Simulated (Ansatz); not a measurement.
# SiPbS3 in P4bm, a phase reached by a soft mode: a soft mode frozen in, part 3 of 3

Wanted: the energy along a soft mode of SiPbS3 in P4bm, a phase reached by a soft mode and the structure at the end.

Ansatz 0.2.0; DFT PBEsol, scalar-relativistic, plane waves, PAW; PAW set soft_1.

So far. Step 5 (Energy along the mode, all amplitudes (two of the runs …): The lowest of the steps tried is at 0.14 Å, 0.303 meV/atom below the parent; the bottom of the well need not coincide with a step. Step 7 (The new phase in its own primitive cell): The largest force component left is 0.57 meV/Å and the pressure is 0.001 GPa, within the tolerances set. The cell now holds 20.80 Å³/atom.

The structure was built from a prototype and need not be the compound's stable phase.

In doubt: the program warns that the response may not be converged on this k-mesh (step 8), which bears on the force constants and all frequencies.

### Step 8. Modes of the new phase

A relaxed structure may still be a saddle point, so its zone-centre modes are computed. The response to a homogeneous field gives the Born charges and the dielectric tensor.

File input.yaml:

```yaml
crystal:
  lattice:
    - [5.6849229091, 0.0, 0.0]
    - [0.0, 6.0515415092, 0.0]
    - [-0.0798017838, 0.0, 6.0454169585]
  atoms:
    - { symbol: Pb, position: [0.9402663133, 0.2582963624, 0.9786991884] }
    - { symbol: Pb, position: [0.9402663133, 0.7417036376, 0.4786991884] }
    - { symbol: Si, position: [0.4249800079, 0.7477192681, 0.0102723471] }
    - { symbol: Si, position: [0.4249800079, 0.2522807319, 0.5102723471] }
    - { symbol: S, position: [0.5133372818, 0.9360950684, 0.3314881564] }
    - { symbol: S, position: [0.564869757, 0.5452729421, 0.7240890467] }
    - { symbol: S, position: [0.5133372818, 0.0639049316, 0.8314881564] }
    - { symbol: S, position: [0.564869757, 0.4547270579, 0.2240890467] }
    - { symbol: S, position: [0.0523346709, 0.737161142, 0.9956988366] }
    - { symbol: S, position: [0.0523346709, 0.262838858, 0.4956988366] }
kpoints:
  mp_grid: { grid: [4, 4, 4] }
hamiltonian:
  xc: pbesol
  pseudopotentials: { kind: paw, azcp: { folder: soft_1 }, xc_functional: pbe }
scf:
  occupations: { method: fixed }
output:
  eigenvalues: true
phonons:
  method: dfpt
  dielectric: true
  rigid_motions: translations
```

The run is started by

```
ansatz run input.yaml --threads 8 --pin off --max-ram 16384MiB --backend cpu --events-out ev --progress --plain --runs-dir out
```

Numbers of over 12 decimals in the logs are rounded to 6 here.

What it wrote:

```text
[...]
Crystal: 10 atoms, lattice volume = 207.978 Å³
Basis set: ecut = 420 eV, 4083 PW (Γ), exchange–correlation on 80×90×96 points (8 copies of the dense FFT grid, shifted against one another)
Bands: 46, of which v1, the nominal top of the filled ones, is band 36 counted from 1 (35 counted from 0)
Symmetry: 2 space group operations
k-points: 36 of 64 (irreducible under 1 space group operation, time reversal used)
[...]
SCF iter   1: F=—  HF=-30072.505224 eV  |F-HF|=—  |Δ(HF+E_count)|=         —  Δρ=3.48e-2  dr2=3.66e0  ethr=3.10e-3  ⟨swp⟩=5.5  Hψ=7166  notcnv=0  defer=221
[...]
SCF iter  11: F=-30071.415474 eV  HF=-30071.415474 eV  |F-HF|=3.64e-12  |Δ(HF+E_count)|=  5.46e-11  Δρ=1.19e-7  dr2=4.02e-11  ethr=1.00e-12  ⟨swp⟩=19.1  Hψ=13965  notcnv=0
SCF 1 converged in 11 iterations: F = -30071.415474 eV  dr2 = 4.02e-11
[...]
NSCF: frozen V_eff on 2 k-points
[...]
Bands: 37, of which v1, the nominal top of the filled ones, is band 36 counted from 1 (35 counted from 0)
k-points: 128 of 512 (time reversal used)
[...]
Eigensolver: Dense (128 Hₖ)
SCF iter   1: F=—  HF=-30071.292626 eV  |F-HF|=—  |Δ(HF+E_count)|=         —  Δρ=3.82e-4  dr2=1.27e-4  ethr=1.00e-1
[...]
SCF iter   4: F=-30071.292656 eV  HF=-30071.292656 eV  |F-HF|=1.57e-8  |Δ(HF+E_count)|=   1.47e-7  Δρ=5.54e-6  dr2=8.07e-8  ethr=1.25e-9
SCF 1 converged in 4 iterations: F = -30071.292656 eV  dr2 = 8.07e-8
[...]
SCF converged after 11 iterations
Free energy (F): -30071.415474 eV
[...]
Internal energy: -30071.415474 eV  (E = F + TS)
E sigma→0 (E₀):  -30071.415474 eV
Fermi energy:    7.705386 eV
[...]
--- Band table (eV; the first three rows and the last of 36) ---
  k-point 0: bands = [... 32 lower, 5.9427, 6.6827, 7.3038, 7.5068, 8.8848, 9.9586, 10.7678, 10.8582, ... 6 higher]
  k-point 1: bands = [... 32 lower, 5.9217, 6.5844, 6.9264, 7.3854, 9.0410, 10.0762, 10.5410, 10.7734, ... 6 higher]
  k-point 2: bands = [... 32 lower, 6.5991, 6.5991, 7.3430, 7.3430, 9.3526, 9.3526, 10.3085, 10.3085, ... 6 higher]
  k-point 35: bands = [... 32 lower, 6.3080, 6.3080, 6.8005, 6.8005, 9.8769, 9.8769, 10.3591, 10.3591, ... 6 higher]
[...]
ASR residual: 5.984e-5 → 0.000e0 eV/Å²; symmetrization residual: 1.061e-5 eV/Å²
[...]
ε∞ (high-frequency dielectric tensor):
        8.832035    -0.000000    -0.305275
       -0.000000    14.500687     0.000000
       -0.305275     0.000000    15.316896
  ε⁰ (static dielectric tensor: ions relaxed, cell fixed):
       21.025710     0.000000    -2.877590
        0.000000    57.359668     0.000000
       -2.877590     0.000000    59.948840
  ε⁰ − ε∞ (ionic part):
       12.193675     0.000000    -2.572315
        0.000000    42.858981     0.000000
       -2.572315     0.000000    44.631944
[...]
Born effective charges Z* (e; rows j = field, columns β = displacement):
    site 0:
         3.71847    0.06214   -0.10428
        -0.02071    4.14091    0.76181
        -0.28491    0.80120    4.21572
    site 1:
         3.71847   -0.06214   -0.10428
         0.02071    4.14091   -0.76181
        -0.28491   -0.80120    4.21572
    site 2:
         3.30324   -0.28086    0.00596
        -0.21820    4.21847    0.58320
        -0.22949   -0.79359    4.11285
    site 3:
         3.30324    0.28086    0.00596
         0.21820    4.21847   -0.58320
        -0.22949    0.79359    4.11285
    site 4:
        -2.19919    0.21428   -0.16941
         0.21719   -2.58309    0.18518
        -0.31814   -0.01556   -2.43257
    site 5:
        -2.13483   -0.14076    0.19732
        -0.59291   -2.81000   -0.34214
         0.71238   -0.08919   -2.86073
    site 6:
        -2.19919   -0.21428   -0.16941
        -0.21719   -2.58309   -0.18518
        -0.31814    0.01556   -2.43257
    site 7:
        -2.13483    0.14076    0.19732
         0.59291   -2.81000    0.34214
         0.71238    0.08919   -2.86073
    site 8:
        -2.68769   -0.30176    0.07041
        -0.31541   -2.96630    0.06876
         0.12016   -0.05612   -3.03527
    site 9:
        -2.68769    0.30176    0.07041
         0.31541   -2.96630   -0.06876
         0.12016    0.05612   -3.03527
  Z* charge neutrality: 5.773e-2 e pre-enforcement
[...]
optical modes at Γ without the LO–TO term, one row a degenerate level:
      ω (cm⁻¹)  modes    IR ((D/Å)²/amu)
         40.53      1             3.1728
[...]
optical modes at Γ + LO–TO along q̂ = [1.0000, 0.0000, 0.0000]:
      ω (cm⁻¹)  modes    IR ((D/Å)²/amu)
[...]
optical modes at Γ + LO–TO along q̂ = [0.0000, 1.0000, 0.0000]:
      ω (cm⁻¹)  modes    IR ((D/Å)²/amu)
[...]
optical modes at Γ + LO–TO along q̂ = [0.0000, 0.0000, 1.0000]:
      ω (cm⁻¹)  modes    IR ((D/Å)²/amu)
[...]
207.79      1             9.3835
        254.63      1            12.4018
        275.41      1            17.2531
        289.12      1             0.4850
        299.99      1             6.5138
        342.03      1            10.1037
        367.49      1            11.2288
        370.67      1             6.7670
        371.18      1             0.5905
        385.45      1            31.2118
        492.55      1             0.0125
        508.76      1            29.3745
```

Elapsed: 2.3 min, on 8 threads of Arm Neoverse V2, shared host; peak memory 2.2 GiB; 17 min of CPU time.

This step gave:

```yaml
sum_rule_residual_before_enforcement: 5.98e-5 eV/Å²
miss_of_the_charge_sum_rule: 0.05773 e
estimated_error_of_the_dielectric_tensor: 0.1056
estimated_error_of_the_born_charges: 0.05494 e
point_group: m
highest_optical_mode_at_the_zone_centre_no_lo_to_term: 508.7 cm⁻¹
lowest_optical_zone_centre_mode: 40.53 cm⁻¹
mean_high_frequency_dielectric_constant: 12.88
largest_born_charge_third_of_the_trace: 4.025 e
mean_static_dielectric_constant: 46.11
top_of_the_zone_centre_spectrum_with_the_field: 543.7 cm⁻¹
```

Patterns of degenerate modes are one choice out of their space. Modes at Γ, with each element's share of the kinetic energy:

| mode | frequency (cm⁻¹) | symmetry | Pb % | Si % | S % |
| --- | --- | --- | --- | --- | --- |
| 1 | 0.0 | acoustic | 62 | 8 | 29 |
| 2 | 0.0 | acoustic | 63 | 8 | 29 |
| 3 | 0.0 | acoustic | 63 | 8 | 29 |
| 4 | 40.5 | A'' | 55 | 3 | 41 |
| 5 | 43.7 | A' | 45 | 10 | 45 |
| 6 | 45.5 | A'' | 87 | 3 | 10 |
| 7 | 49.0 | A' | 78 | 3 | 20 |
| 8 | 51.2 | A'' | 73 | 5 | 22 |
| 9 | 84.6 | A' | 13 | 12 | 75 |
| 10 | 90.2 | A'' | 13 | 12 | 75 |
| 11 | 97.3 | A' | 29 | 8 | 63 |
| 12 | 138.9 | A'' | 3 | 3 | 94 |
| 13 | 144.4 | A' | 4 | 8 | 87 |
| 14 | 152.9 | A'' | 3 | 5 | 92 |
| 15 | 175.0 | A' | 1 | 26 | 74 |
| 16 | 177.3 | A'' | 1 | 28 | 72 |
| 17 | 185.8 | A' | 5 | 11 | 84 |
| 18 | 198.4 | A'' | 0 | 41 | 59 |
| 19 | 205.7 | A' | 0 | 2 | 98 |
| 20 | 254.4 | A' | 1 | 22 | 77 |
| 21 | 254.6 | A'' | 1 | 23 | 77 |
| 22 | 289.1 | A'' | 1 | 3 | 96 |
| 23 | 299.7 | A' | 0 | 11 | 88 |
| 24 | 342.0 | A'' | 0 | 41 | 59 |
| 25 | 355.2 | A' | 0 | 61 | 38 |
| 26 | 367.5 | A'' | 0 | 20 | 80 |
| 27 | 371.2 | A'' | 0 | 48 | 52 |
| 28 | 375.0 | A' | 0 | 46 | 54 |
| 29 | 492.6 | A'' | 0 | 56 | 44 |
| 30 | 508.7 | A' | 0 | 62 | 38 |

Displacements in mode 4 (40.5 cm⁻¹), the largest set to 1:
```
Pb1 -0.70 -0.40  0.22
Pb2  0.70 -0.40 -0.22
Si3  0.00  0.56  0.07
Si4  0.00  0.56 -0.07
S5   0.92  1.00 -0.23
S6  -0.44  1.00 -0.24
S7  -0.92  1.00  0.23
S8   0.44  1.00  0.24
S9   0.00  0.10  0.42
S10  0.00  0.10 -0.42
```

Displacements in mode 29 (492.6 cm⁻¹), the largest set to 1:
```
Pb1  0.00  0.00  0.00
Pb2  0.00  0.00  0.00
Si3 -1.00 -0.03  0.00
Si4  1.00 -0.03  0.00
S5   0.00  0.11  0.09
S6   0.01 -0.12 -0.14
S7   0.00  0.11 -0.09
S8  -0.01 -0.12  0.14
S9   0.79  0.03  0.04
S10 -0.79  0.03 -0.04
```

Optical modes at the zone centre, without and with the macroscopic field of the longitudinal modes; each column is sorted by frequency, so a row need not hold one and the same mode. Modes with and without the field, by row:

| rank among optical modes | no field (cm⁻¹) | q along (1, 0, 0) (cm⁻¹) | q along (0, 1, 0) (cm⁻¹) | q along (0, 0, 1) (cm⁻¹) |
| --- | --- | --- | --- | --- |
| 1 | 40.5 | 40.5 | 43.7 | 40.5 |
| 2 | 43.7 | 43.7 | 44.3 | 45.5 |
| 3 | 45.5 | 45.5 | 47.2 | 47.4 |
| 4 | 49 | 49.1 | 49 | 51.2 |
| 5 | 51.2 | 51.2 | 64.4 | 64.2 |
| 6 | 84.6 | 85.4 | 84.6 | 85 |
| 7 | 90.2 | 90.2 | 91 | 90.2 |
| 8 | 97.3 | 129.7 | 97.3 | 97.5 |
| 9 | 138.9 | 138.9 | 138.9 | 138.9 |
| 10 | 144.4 | 148.9 | 144.4 | 144.9 |
| 11 | 152.9 | 152.9 | 153.3 | 152.9 |
| 12 | 175 | 175.1 | 175 | 177.3 |
| 13 | 177.3 | 177.3 | 185.8 | 185.8 |
| 14 | 185.8 | 185.9 | 190.8 | 198.4 |
| 15 | 198.4 | 198.4 | 205.7 | 205.4 |
| 16 | 205.7 | 205.8 | 216.2 | 207.8 |
| 17 | 254.4 | 254.5 | 254.4 | 254.6 |
| 18 | 254.6 | 254.6 | 274.6 | 275.4 |
| 19 | 289.1 | 289.1 | 290.3 | 289.1 |
| 20 | 299.7 | 310.7 | 299.7 | 300 |
| 21 | 342 | 342 | 350.2 | 342 |
| 22 | 355.2 | 355.4 | 355.2 | 367.5 |
| 23 | 367.5 | 367.5 | 371 | 370.7 |
| 24 | 371.2 | 371.2 | 375 | 371.2 |
| 25 | 375 | 375.1 | 389.9 | 385.4 |
| 26 | 492.6 | 492.6 | 492.6 | 492.6 |
| 27 | 508.7 | 543.7 | 508.7 | 508.8 |

Born charge (rows field, columns displacement) (e), principal values of the symmetric part by kind of site:

| atom | atoms with these values | low | middle | high | mean |
| --- | --- | --- | --- | --- | --- |
| Pb1 | 2 | 3.34 | 3.77 | 4.97 | 4.03 |
| Si3 | 2 | 3.22 | 4.10 | 4.31 | 3.88 |
| S5 | 2 | -2.78 | -2.42 | -2.01 | -2.40 |
| S6 | 2 | -3.09 | -2.97 | -1.75 | -2.60 |
| S9 | 2 | -3.19 | -3.02 | -2.48 | -2.90 |

In full for Pb1:

```
 3.72  0.06 -0.10
-0.02  4.14  0.76
-0.28  0.80  4.22
```

High-frequency dielectric tensor:

```
 8.83  0.00 -0.31
 0.00 14.50  0.00
-0.31  0.00 15.32
```

Static dielectric tensor (ions relaxed, fixed cell):

```
21.03  0.00 -2.88
 0.00 57.36  0.00
-2.88  0.00 59.95
```

Transverse modes. Lines of the infrared spectrum (strongest = 100):

| position (cm⁻¹) | relative intensity |
| --- | --- |
| 40 | 11 |
| 44 | 15 |
| 46 | 1.4 |
| 49 | 5.5 |
| 51 | 7.2 |
| 85 | 2.9 |
| 90 | 0.9 |
| 97 | 29 |
| 139 | 0.1 |
| 144 | 4.0 |
| 153 | 1.7 |
| 175 | 91 |
| 177 | 70 |
| 186 | 0.4 |
| 198 | 23 |
| 206 | 0.1 |
| 254 | 46 |
| 255 | 42 |
| 289 | 1.7 |
| 300 | 22 |
| 342 | 34 |
| 355 | 62 |
| 368 | 38 |
| 371 | 2.0 |
| 375 | 6.9 |
| 493 | 0.0 |
| 509 | 100 |

Before it was imposed, the acoustic sum rule was missed by 6.0e-5 eV/Å² and the charge sum rule by 0.058 e. The charge miss is large and points to the mesh or the basis. The lowest optical mode is real, 40.5 cm⁻¹.

The log warns of the k mesh: “the force constants stand on the 4×4×4 k-mesh, whose period is 9.37 times the interband length at k = (0.2500, 0.0000, 0.0000), direct gap 1.345 eV, under 14: take them and everything formed from them as unconverged”.

### Step 9. The phases reached

The phases reached along the modes that were followed are set side by side.

Energies are those of the first relaxation, on the mesh of the frozen mode; space group, volume and gap are those of the last relaxation. Phases, by row:

| mode frozen in | space group | energy from parent (meV/atom) | volume (Å³/atom) | gap on mesh (eV) | lowest zone-centre optical mode (cm⁻¹) | largest shift (Å) |
| --- | --- | --- | --- | --- | --- | --- |
| parent | P4bm | 0 | 20.57 | 1.239 | – | – |
| q = (0, 0, 0), 25i cm⁻¹ | Cm | -0.53 | 20.68 | 1.213 | -27.3 | 0.195 |
| q = (0, 0, 0), 25i cm⁻¹ | Pc | -1.1 | 20.8 | 1.179 | 40.5 | 0.204 |

### Step 10. Results

```json
{
 "unstable mode of the parent": "q = (0, 0, 0), 25i cm⁻¹",
 "depth at the lowest point sampled": "0.303 meV/atom",
 "largest atomic shift at that point": "0.14 Å",
 "space group reached (within 0.01 Å)": "Pc",
 "energy gained over the parent (first relaxation, on the mesh of the frozen mode)": "1.10 meV/atom",
 "volume per atom, phase reached": "20.8 Å³",
 "gap on the k-mesh, phase reached": "1.18 eV",
 "lowest optical zone-centre mode, phase reached": "40.5 cm⁻¹",
 "highest optical mode at the zone centre (no LO-TO term), phase reached": "509 cm⁻¹"
}
```

**Reading.** Along this mode the structure falls into Pc, 1.10 meV/atom below the parent. At the parent's cell the well is 0.303 meV/atom deep on the steps tried, with its lowest point at a shift of 0.14 Å. Relaxing atoms and cell changes the gain by +0.79 meV/atom against the lowest step (energies at zero smearing). Most of the total comes from this relaxation. The new phase has no imaginary mode at the zone centre of its cell; other wavevectors were not checked. How so shallow a well moves with the k mesh was not tested. Of the 2 patterns followed to their end from this parent, this one reaches the lowest energy. Another end point lies within 1 meV/atom; how such a difference moves with mesh and cutoff was not tested. Each path keeps the symmetry of its pattern, so a lower phase may lie along a pattern not tried. With the field response the log warns that the k mesh is coarse for the force constants too, so the frequencies may not be converged. Spin-orbit coupling is left out, which can matter for the heavy elements here. The PAW files were made for PBE and serve the other functionals too. The starting cell was built on a prototype and not taken from a measurement, so the phase need not exist.

[Logs are printed without paths, hosts, clocks, repeated set-up lines and the standing remarks that a program may print on its own settings, such as how far it seeks lower states.]

[Hosts, paths, dates, database ids (printed as entryN), source tags and the programs' standing remarks are cut or masked in the printed files.]
